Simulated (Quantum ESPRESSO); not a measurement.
# Nickel: which magnetic order is lowest

A self-consistent run ends on one state, which hangs on the start. Several orders of Nickel are started in Quantum ESPRESSO and their energies compared.

Method: PBEsol; plane waves with GBRV 1.5 PBEsol potentials, no spin-orbit coupling, in Quantum ESPRESSO 7.5.

Most raw output is cut from this account.

## Step 1: Set-up

It takes space group Fm-3m (No. 225, cubic). Conventional cell: a = 3.524 Å, b = 3.524 Å, c = 3.524 Å, α = 90.00°, β = 90.00°, γ = 90.00°. Ni has 12 Ni at 2.49 Å nearest.

The cell comes from the Crystallography Open Database.

## Step 2: Run 1 (ferro +)

The signs are those of the starting moments on the seeded atoms, the atoms that are given a moment.

pw.in reads:

```
&CONTROL
  calculation = 'scf'
  prefix = 'pwscf'
  outdir = './tmp'
  pseudo_dir = './pseudo'
  disk_io = 'nowf'
/
&SYSTEM
  ibrav = 0
  celldm(1) = 8
  nat = 1
  ntyp = 1
  ecutwfc = 40
  ecutrho = 280
  nbnd = 15
  occupations = 'smearing'
  smearing = 'fd'
  degauss = 0.00734986
  nspin = 2
  starting_magnetization(1) = 0.0556
/
&ELECTRONS
  conv_thr = 2d-09
  electron_maxstep = 150
  mixing_beta = 0.3
/
ATOMIC_SPECIES
Ni     58.6934 ni_pbesol_v1.4.uspp.F.UPF
CELL_PARAMETERS alat
   0.0000000000000    0.4161968249241    0.4161968249241
   0.4161968249241    0.0000000000000    0.4161968249241
   0.4161968249241    0.4161968249241    0.0000000000000
ATOMIC_POSITIONS crystal
Ni      0.0000000000    0.0000000000    0.0000000000
K_POINTS automatic
16 16 16 0 0 0
```

Command:

```bash
OMP_NUM_THREADS=1 mpirun -n 4 pw.x -nk 4 -in pw.in > pw.out
```

Wall time 4.2 s (4 MPI ranks of Arm Neoverse V2, shared host); peak memory 0.22 GiB.

Spin moment in the atom's sphere by atom:

```
atom  spin moment in the atom's sphere (μB)
 Ni1                                  0.671
```

Read from the output:

| Quantity | Value |
| --- | --- |
| smearing term TS | 0.05524 eV |
| magnetization | 0.632 μB |
| absolute magnetization | 0.724 μB |
| final state | ferromagnetic |

## Step 3: Start 2: antiferro q=(0,1/2,1/2) +−

This order needs a doubled cell of 2 atoms. The wavevector q is in fractions of the reciprocal vectors of the crystal's primitive cell, as the cells of these inputs are built from it; moments change sign between cells as cos(2π q·R).

pw.in reads:

```
&CONTROL
  calculation = 'scf'
  prefix = 'pwscf'
  outdir = './tmp'
  pseudo_dir = './pseudo'
  disk_io = 'nowf'
/
&SYSTEM
  ibrav = 0
  celldm(1) = 8
  nat = 2
  ntyp = 2
  ecutwfc = 40
  ecutrho = 280
  nbnd = 25
  occupations = 'smearing'
  smearing = 'fd'
  degauss = 0.00734986
  nspin = 2
  starting_magnetization(1) = 0.0556
  starting_magnetization(2) = -0.0556
/
&ELECTRONS
  conv_thr = 4d-09
  electron_maxstep = 150
  mixing_beta = 0.3
/
ATOMIC_SPECIES
Ni1    58.6934 ni_pbesol_v1.4.uspp.F.UPF
Ni2    58.6934 ni_pbesol_v1.4.uspp.F.UPF
CELL_PARAMETERS alat
   0.0000000000000    0.4161968249241    0.4161968249241
   0.8323936498481    0.0000000000000    0.8323936498481
   0.8323936498481    0.4161968249241    0.4161968249241
ATOMIC_POSITIONS crystal
Ni1     0.0000000000    0.0000000000    0.0000000000
Ni2     0.0000000000    0.5000000000    0.0000000000
K_POINTS automatic
16 8 16 0 0 0
```

The job ended after 50 s (4 MPI ranks; peak memory 0.37 GiB).

Spin moment in the atom's sphere by atom:

```
atom  spin moment in the atom's sphere (μB)
 Ni1                                -0.0002
 Ni2                                 0.0002
```

This step gave:

```
smearing term TS       : 0.1817 eV
magnetization          : 0 μB
absolute magnetization : 0 μB
final state            : non-magnetic
```

## Step 4: Start 3: antiferro q=(0,0,1/2) +−

This order needs a doubled cell of 2 atoms.

Edit pw.in of step 3 so:

```diff
@@ -32,8 +32,8 @@
    0.0000000000000    0.4161968249241    0.4161968249241
-   0.8323936498481    0.0000000000000    0.8323936498481
-   0.8323936498481    0.4161968249241    0.4161968249241
+   0.4161968249241    0.0000000000000    0.4161968249241
+   0.8323936498481    0.8323936498481    0.0000000000000
 ATOMIC_POSITIONS crystal
 Ni1     0.0000000000    0.0000000000    0.0000000000
-Ni2     0.0000000000    0.5000000000    0.0000000000
+Ni2     0.0000000000    0.0000000000    0.5000000000
 K_POINTS automatic
-16 8 16 0 0 0
+16 16 8 0 0 0
```

It took 45 s on 4 MPI ranks; peak memory 0.35 GiB.

Spin moment in the atom's sphere by atom:

```
atom  spin moment in the atom's sphere (μB)
 Ni1                                 0.0012
 Ni2                                -0.0014
```

This step gave:

```yaml
smearing_term_ts: 0.1817 eV
magnetization: 0 μB
absolute_magnetization: 0 μB
final_state: non-magnetic
```

## Step 5: Energies of the orders

An order is kept where moments of 0.15 μB or more survive with the typed signs; meshes match where a doubled cell samples the same k points as the first cell.

Orders:

```
                     start    final state  typed order kept  energy over the lowest (meV a seeded atom)  largest site moment (μB)  net moment (μB a cell of the first run)  mesh matched  CPU time (s)
                   ferro +  ferromagnetic               yes                                           0                    0.6708                                   0.6319           yes          16.6
antiferro q=(0,1/2,1/2) +-   non-magnetic                no                                       41.05                         0                                        0           yes         200.6
  antiferro q=(0,0,1/2) +-   non-magnetic                no                                       41.05                  0.001406                                        0           yes         179.7
```

## Step 6: Results

| Quantity | Value |
| --- | --- |
| lowest state found | ferromagnetic (from ferro +) |
| largest site moment | 0.671 μB |
| state without moments | 41.1 meV a seeded atom higher |

In words: 2 starts lost their moments. Only these 3 starts were compared; other wavevectors, canted and longer-period orders were not. Energies are free energies at an electronic temperature of 1160 K, which lowers moments and differences where the moments are itinerant.

[Logs and program files are shortened in this print: banners, set-up blocks, solver, clock and traceback lines can be left out without a mark of their own.]

[Logs are printed without paths, hosts, clocks, repeated set-up lines and the standing remarks that a program may print on its own settings, such as how far it seeks lower states.]

[Hosts, paths, dates, database ids (printed as entryN), source tags and the programs' standing remarks are cut or masked in the printed files.]

[Where a cell is said to come from a database of computed structures, the database is the Materials Project.]
